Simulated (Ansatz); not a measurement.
## Dielectric function and optical constants of KMgF3

What colour and refractive index does KMgF3 have at this level of theory?

Program: Ansatz 0.2.0. Level of theory: DFT, PBE, plane-wave PAW, default files, scalar-relativistic, independent-particle optical response without local fields. Values are calculated unless marked as measured.

The raw output is cut from this account; settings, times and results stay.

**1. The structure**

Symmetry: Pm-3m, No. 221, cubic system. Conventional cell: a = 3.986 Å, b = 3.986 Å, c = 3.986 Å, α = 90.00°, β = 90.00°, γ = 90.00°. K has 12 F at 2.82 Å nearest. Nearest to Mg lie 6 F at 1.99 Å. Nearest to F lie 2 Mg at 1.99 Å and 4 K at 2.82 Å. Farther neighbours, and contacts between anions beyond the nearest, are not listed.

**2. Ground state and bands**

First the ground state: is it a metal or has it a gap?

This step: DFT, PBE, plane-wave PAW, default files, scalar-relativistic, ground state (Ansatz 0.2.0).

input.yaml

```yaml
crystal:
  lattice:
    - [3.9859, 0.0, 0.0]
    - [0.0, 3.9859, 0.0]
    - [0.0, 0.0, 3.9859]
  atoms:
    - { symbol: K, position: [0.5, 0.5, 0.5] }
    - { symbol: Mg, position: [0.0, 0.0, 0.0] }
    - { symbol: F, position: [0.0, 0.0, 0.5] }
    - { symbol: F, position: [0.0, 0.5, 0.0] }
    - { symbol: F, position: [0.5, 0.0, 0.0] }
kpoints:
  mp_grid: { grid: [6, 6, 6] }
  band_path:
    path:
      - [[0.0, 0.0, 0.0], [0.0, 0.5, 0.0], [0.5, 0.5, 0.0], [0.0, 0.0, 0.0], [0.5, 0.5, 0.5], [0.0, 0.5, 0.0]]
      - [[0.5, 0.5, 0.0], [0.5, 0.5, 0.5]]
    npoints: 10
scf:
  occupations: { method: fermi_dirac, width: 0.05 }
  n_extra_bands: 9
hamiltonian:
  xc: pbe
  pseudopotentials: { kind: paw }
output:
  forces: true
  stress: true
  populations: true
  write_bands: true
  write_density: true
  write_potential: true
  elf: true
  volumetric_format: npy
```

Launch:

```sh
$ ansatz run input.yaml --threads 4 --pin off --max-ram 8192MiB --backend cpu --events-out ev --progress --plain --runs-dir out
```

It took 0.78 s on 4 threads of Intel Xeon 6975P-C (Granite Rapids), shared host; peak memory 0.36 GiB; 2.5 s of CPU time.

This step gave:

* free energy: -5894.6997 eV
* Fermi energy: 6.595 eV
* gap by band count: 7.335 eV
* electrons: 40
* symmetry operations: 48
* pressure: 3.783 GPa
* gap on the k-mesh: 7.335 eV
* volume: 63.33 Å³
* gap on the path: 7.335 eV
* least direct gap on the path: 7.655 eV

There is a gap, 7.33 eV on the path, so no carriers' term is needed. The cell is left with a pressure of 3.8 GPa, as it stands unrelaxed at this level.

The electronic bands at the labelled points (eV, zero at the Fermi level; v1 is the highest filled band, c1 the lowest empty one):

```tsv
point	v4	v3	v2	v1	c1	c2	c3	c4
Γ	-4.37	-4.06	-4.06	-4.06	3.59	6.35	6.35	8.47
halfway	-4.48	-4.48	-4.17	-4.17	4.61	6.84	6.91	8.73
X	-4.60	-4.60	-4.27	-4.27	6.39	6.73	7.37	9.03
halfway	-4.69	-4.49	-4.40	-4.02	7.00	7.07	7.92	8.86
M	-4.78	-4.63	-4.63	-3.76	7.18	7.95	8.91	8.91
halfway	-4.58	-4.34	-4.33	-4.06	5.40	7.22	7.52	8.70
Γ	-4.37	-4.06	-4.06	-4.06	3.59	6.35	6.35	8.47
halfway	-4.95	-4.09	-4.09	-4.07	5.93	7.65	7.65	8.64
R	-4.85	-3.74	-3.74	-3.74	6.72	6.72	6.72	10.22
halfway	-4.83	-4.12	-4.11	-3.96	6.97	7.27	7.89	8.42
X	-4.60	-4.60	-4.27	-4.27	6.39	6.73	7.37	9.03
jump to M	-4.78	-4.63	-4.63	-3.76	7.18	7.95	8.91	8.91
halfway	-4.86	-4.06	-4.06	-3.75	6.95	7.39	7.39	8.67
R	-4.85	-3.74	-3.74	-3.74	6.72	6.72	6.72	10.22
```

Electrostatic potential energy in the ac plane at fractional y = 0.000, with atoms of Mg and F within 0.2 Å of it. With pseudopotentials it is smooth inside the atoms' cores, unlike the true potential.

Values in eV, 14 rows by 14 columns, each cell a mean:
```
-56 -48 -18   0   4 -16 -33 -37 -31  -8   4  -3 -29 -51
-36 -25  -6   3   6   0 -15 -21 -12   4   6   1 -11 -29
 -5  -2   2   6   8   9   8   6   8   9   8   5   1  -3
  3   5   6   8   9  10  10  10  10  10   9   8   6   4
-13  -5   7   9  10  10  10  10  10  10  10   9   4  -8
-36 -28  -3  10  10  10  10  10  10  10  10   8 -12 -31
-39 -35 -11   9  10  10  10  10  10  10  10   6 -21 -37
-38 -31  -6  10  10  10  10  10  10  10  10   8 -15 -33
-23 -13   5  10  10  10  10  10  10  10  10   9   0 -16
  2   4   7   9  10  10  10  10  10  10   9   8   6   4
 -1   0   4   7   9  10  10   9  10   9   8   6   3   0
-23 -15  -3   4   7   5  -6 -11  -3   7   6   2  -6 -18
-56 -44 -15   0   4 -13 -31 -35 -28  -5   5  -2 -25 -48
-57 -56 -23  -1   2 -23 -38 -39 -36 -13   3  -5 -36 -56
```
Atoms in or near the plane, at fractional coordinates: Mg at (0.00, 0.00), F at (0.00, 0.50), F at (0.50, 0.00).

Valence density in the ac plane at fractional y = 0.000, with atoms of Mg and F within 0.2 Å of it. It is the smooth field of the valence electrons, not physical close to the nuclei.

Values in e/Å³, 14 rows by 14 columns, each cell a mean:
```
18  9  1  0  1  3  7  9  6  2  0  0  3 12
 4  2  0  0  0  1  3  3  2  1  0  0  1  3
 0  0  0  0  0  0  1  1  1  0  0  0  0  0
 1  0  0  0  0  0  0  0  0  0  0  0  0  0
 2  1  1  0  0  0  0  0  0  0  0  0  1  2
 8  5  1  0  0  0  0  0  0  0  0  1  2  6
13  8  2  0  0  0  0  0  0  0  0  1  3  9
 9  6  2  0  0  0  0  0  0  0  0  1  3  7
 3  2  1  0  0  0  0  0  0  0  0  0  1  3
 1  1  0  0  0  0  0  0  0  0  0  0  0  1
 0  0  0  0  0  0  0  0  0  0  0  0  0  0
 2  1  0  0  0  1  2  2  1  1  0  0  0  1
14  7  1  0  1  2  6  8  5  1  0  0  2  9
27 14  2  0  1  3  9 13  8  2  1  0  4 18
```
Atoms in or near the plane, at fractional coordinates: Mg at (0.00, 0.00), F at (0.00, 0.50), F at (0.50, 0.00).

**3. Spectrum**

With the density converged, the vertical transitions are summed over the zone.

This step: DFT, PBE, plane-wave PAW, default files, scalar-relativistic, independent-particle optical response without local fields (Ansatz 0.2.0).

input.yaml, the sections that differ from step 2:

```yaml
kpoints:
  mp_grid: { grid: [6, 6, 6] }
scf:
  occupations: { method: fixed }
output:
  optics:
    e_range: [0, 22]
    de: 0.05
    sigma: 0.15
    nscf_kmesh: { grid: [8, 8, 8] }
    bands: { spectra_wanted_up_to: 22 }
# crystal, hamiltonian: as in step 2
```

Wall time 5.4 s (4 threads); peak memory 0.87 GiB; 19 s of CPU time.

Read-outs:

* electronic dielectric constant ε∞, mean of the axes: 2.170
* absorption onset, first axis (α over 10⁴ cm⁻¹, or the direct gap if that lies higher): 7.655 eV
* least direct gap on the mesh: 7.655 eV
* bands summed: 54
* spectra valid up to: 34.44 eV
* program's estimate of the k-sum error in Im epsilon: 0.08 %
* electrons in the f-sum: 18.85

The Im ε, any direction has structure finer than the step of the table below, so its rows give means over 1 eV. Peaks (eV: height): 11.6: 2.78, 13.0: 1.63, 16.3: 1.88, 17.8: 2.03, 19.9: 3.23, 21.8: 4.83.

Im ε, any direction against photon energy; means over each step:

```tsv
photon energy (eV)	Im ε, any direction
7	3.8e-4
8	0.277
9	0.565
10	0.784
11	2.10
12	1.71
13	1.33
14	0.678
15	0.805
16	1.24
17	1.05
18	1.64
19	1.93
20	2.94
21	2.34
```

The Re ε, any direction by photon energy:

```tsv
photon energy (eV)	Re ε, any direction
0	2.17
1	2.18
2	2.19
3	2.22
4	2.26
5	2.33
6	2.43
7	2.61
8	2.96
9	2.92
10	3.12
11	3.06
12	1.12
13	1.71
14	1.63
15	1.83
16	2.65
17	2.36
18	1.77
19	2.35
20	1.70
21	1.06
22	-2.23
```

The loss function −Im 1/ε at q → 0, any direction has structure finer than the step of the table below, so its rows give means over 0.5 eV. Peaks (eV: height): 11.95: 0.436, 13.50: 0.398, 14.80: 0.241, 16.45: 0.339, 17.95: 0.284, 20.90: 0.516.

Table of loss function −Im 1/ε at q → 0, any direction by energy loss; means over each step:

```tsv
energy loss (eV)	loss function −Im 1/ε at q → 0, any direction
7.0	0
7.5	0.00385
8.0	0.0343
8.5	0.0533
9.0	0.0638
9.5	0.0701
10.0	0.0725
10.5	0.0861
11.0	0.152
11.5	0.235
12.0	0.396
12.5	0.261
13.0	0.290
13.5	0.381
14.0	0.192
14.5	0.173
15.0	0.193
15.5	0.125
16.0	0.154
16.5	0.268
17.0	0.141
17.5	0.178
18.0	0.256
18.5	0.200
19.0	0.213
19.5	0.212
20.0	0.241
20.5	0.328
21.0	0.400
21.5	0.204
```

The refractive index n and extinction k by photon energy:

```tsv
photon energy (eV)	n	k
0	1.47	0
1	1.47	0
2	1.48	0
3	1.49	0
4	1.50	0
5	1.53	0
6	1.56	0
7	1.62	0
8	1.72	0.0913
9	1.72	0.165
10	1.78	0.211
11	1.84	0.573
12	1.22	0.599
13	1.43	0.571
14	1.29	0.197
15	1.38	0.258
16	1.68	0.403
17	1.56	0.269
18	1.44	0.550
19	1.65	0.610
20	1.63	0.985
21	1.21	0.632
22	0.960	1.78
```

Values under 1 per cm are given as 1. Absorption coefficient, any direction against photon energy:

photon energy (eV), log10 absorption coefficient, any direction (1/cm) and a bar:
```
     0.00        0.0 
     1.00        0.0 
     2.00        0.0 
     3.00        0.0 
     4.00        0.0 
     5.00        0.0 
     6.00        0.0 
     7.00        0.0 
     8.00        4.9 ######################
     9.00        5.2 ########################
    10.00        5.3 ########################
    11.00        5.8 ##########################
    12.00        5.9 ###########################
    13.00        5.9 ###########################
    14.00        5.4 #########################
    15.00        5.6 #########################
    16.00        5.8 ##########################
    17.00        5.7 ##########################
    18.00        6.0 ###########################
    19.00        6.1 ############################
    20.00        6.3 #############################
    21.00        6.1 ############################
    22.00        6.6 ##############################
```

Optical constants at common wavelengths, from n + ik = √ε:

```tsv
wavelength (nm)	n	k	R (%)	1/α
1550	1.47	0.000	3.7	over 1 mm
1064	1.48	0.000	3.7	over 1 mm
450	1.49	0.000	3.8	over 1 mm
405	1.49	0.000	3.9	over 1 mm
365	1.50	0.000	3.9	over 1 mm
248	1.53	0.000	4.3	over 1 mm
193	1.58	0.000	5.0	over 1 mm
```

A film 1 µm thick would pass 93 % of daylight and look colourless in transmission (x = 0.313, y = 0.329).

**4. Static response with local fields**

A static field by perturbation theory: the induced potential is included, and the Born charges come with it.

This step: DFT, PBE, plane-wave PAW, default files, scalar-relativistic, static field response by perturbation theory with local fields (Ansatz 0.2.0).

Edit input.yaml of step 3 so:

```diff
@@ -18,8 +18,2 @@
   pseudopotentials: { kind: paw }
-output:
-  optics:
-    e_range: [0, 22]
-    de: 0.05
-    sigma: 0.15
-    nscf_kmesh: { grid: [8, 8, 8] }
-    bands: { spectra_wanted_up_to: 22 }
+dielectric: {}
```

Wall time 2.7 s (4 threads); peak memory 0.5 GiB.

Read-outs:

- electronic dielectric constant ε∞, mean of the axes: 2.094

ε∞ with local fields:

```
2.09 0.00 0.00
0.00 2.09 0.00
0.00 0.00 2.09
```

Diagonal elements. Born, by row:

```tsv
atom	Z*xx (e)	Z*yy (e)	Z*zz (e)
K1	1.188	1.188	1.188
Mg2	2.008	2.008	2.008
F3	-0.96	-0.96	-1.275
F4	-0.96	-1.275	-0.96
F5	-1.275	-0.96	-0.96
```

Mean Born charges are K +1.19, Mg +2.01 and F -1.07, against formal valences of +1, +2 and -1. The largest lies a little above its ionic value.

**5. Results**

```
gap on the path                                                                         : 7.33 eV
least direct gap on the path                                                            : 7.66 eV
electronic dielectric constant ε∞, mean of the axes (independent particles)             : 2.17
absorption onset, first axis (α over 10⁴ cm⁻¹, or the direct gap if that lies higher)   : 7.65 eV
electronic dielectric constant ε∞, mean of the axes (static response with local fields) : 2.09
```

In words: At this level (PBE, independent particles) KMgF3 has ε∞ = 2.17 (2.09 with local fields) and n = 1.47 at 1550 nm; absorption sets in near 7.7 eV. The gap is indirect (7.33 eV), so absorption without phonons can begin only at the direct gap of 7.66 eV. Lines 0.15 eV wide carry a tail of absorption under the direct gap, past the threshold already at 7.61 eV. Absorption is strong from the direct gap on, 7.65 eV, in the ultraviolet, so the visible is passed. Im ε has its chief maxima at 11.53 eV (2.8), 17.77 eV (2.0), 19.97 eV (3.2) and 21.80 eV (4.8). A film 1 µm thick would pass 93 % of daylight and look colourless in transmission (x = 0.313, y = 0.329). With local fields and the functional's kernel the static response is 2.09 against 2.17 for independent particles (-3 %). In the base spectrum excitons and phonon-assisted transitions are missing, and so are local fields; PBE gaps are as a rule too small, which pulls the onset down and ε∞ up. In the base run ε includes the program's bounded estimate of what the bands above those summed add.

[Long decimals in the printed logs are rounded to 6 places.]

[Logs are printed without paths, hosts, clocks, repeated set-up lines and the standing remarks that a program may print on its own settings, such as how far it seeks lower states.]

[Hosts, paths, dates, database ids (printed as entryN), source tags and the programs' standing remarks are cut or masked in the printed files.]

[Where the starting crystal was built by hand or by swapping elements, it need not be the compound's stable phase.]

[The count of steps not shown may lack steps that the program refused or didn't finish.]
